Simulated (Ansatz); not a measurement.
Planning a run of Ansatz 0.2.0 on GeH6CI3N (CH3NH3GeI3). The input:

The structure was built from a prototype and need not be the compound's stable phase.

```yaml
crystal:
  lattice:
    - [5.8630711863, 0.2896105377, 0.0618450382]
    - [0.2896105377, 5.9414246786, 0.091408338]
    - [0.0618450382, 0.091408338, 5.8648889541]
  atoms:
    - { symbol: C, position: [0.9282061927, 0.9134021167, 0.9846224898] }
    - { symbol: "N", position: [0.0764546859, 0.097646897, 0.0085587277] }
    - { symbol: H, position: [1.0369851614, 0.7531233599, 0.9706938083] }
    - { symbol: H, position: [0.1852165616, 1.1105705405, 0.8665654291] }
    - { symbol: H, position: [0.8263853188, -0.0529096915, 0.8300969694] }
    - { symbol: H, position: [-0.0210627329, 0.2520612321, 0.0249310054] }
    - { symbol: H, position: [0.8144927943, -0.0929478115, 0.1354900582] }
    - { symbol: H, position: [0.1790586382, 1.0723934485, 0.1523746068] }
    - { symbol: Ge, position: [0.518690855, 0.5164188802, 0.5307891582] }
    - { symbol: I, position: [0.5149504902, 0.4698515314, 0.0010197888] }
    - { symbol: I, position: [0.4459210691, -0.0168305148, 0.5019309052] }
    - { symbol: I, position: [-0.0151168563, 0.4764345857, 0.4926325186] }
kpoints:
  mp_grid: { grid: [4, 4, 4] }
  band_path:
    path:
      - [0.0, 0.0, 0.0]
      - [0.5, 0.0, 0.0]
      - [0.5, 0.5, 0.0]
      - [0.5, 0.5, 0.5]
      - [0.5, 0.5, 0.45]
    npoints: 1
hamiltonian:
  xc: hse06
  pseudopotentials: { kind: paw, azcp: { folder: soft_1 } }
scf:
  occupations: { method: fixed }
  n_extra_bands: 8
output:
  eigenvalues: true
  write_density: true
  write_potential: true
  elf: true
  volumetric_format: npy
```

```sh
ansatz run input.yaml --threads 2 --pin off --max-ram 92160MiB --backend cuda --events-out ev --progress --plain --runs-dir out --devices 1 --max-vram 13GiB
```

Question: Estimate wall time and host memory on 1 × NVIDIA H100 80GB HBM3 (shared by 6 runs) with 2 threads of AMD EPYC 7R13 (Zen 3), shared host.

It took 66 s; on shared hardware allow 33 s to 2.2 min. Peak host memory was 1.9 GiB. The sizes that set the cost: 3977 plane waves a state, 36 irreducible k points and 15 SCF cycles.

Exact exchange couples every pair of k points and filled bands, so it costs far more than a semilocal run.

[Paths, hosts, dates, memory and timing lines, banners, echoed tables and standing remarks are left out of the program output.]

[Logs are printed without paths, hosts, clocks, repeated set-up lines and the standing remarks that a program may print on its own settings, such as how far it seeks lower states.]

[Runs of the session that timed out or met a known fault of the program may be left out.]

[Cells called generated may have been cut or substituted from an entry of the Crystallography Open Database or the Materials Project.]

[Hosts, paths, dates, database ids (printed as entryN), source tags and the programs' standing remarks are cut or masked in the printed files.]
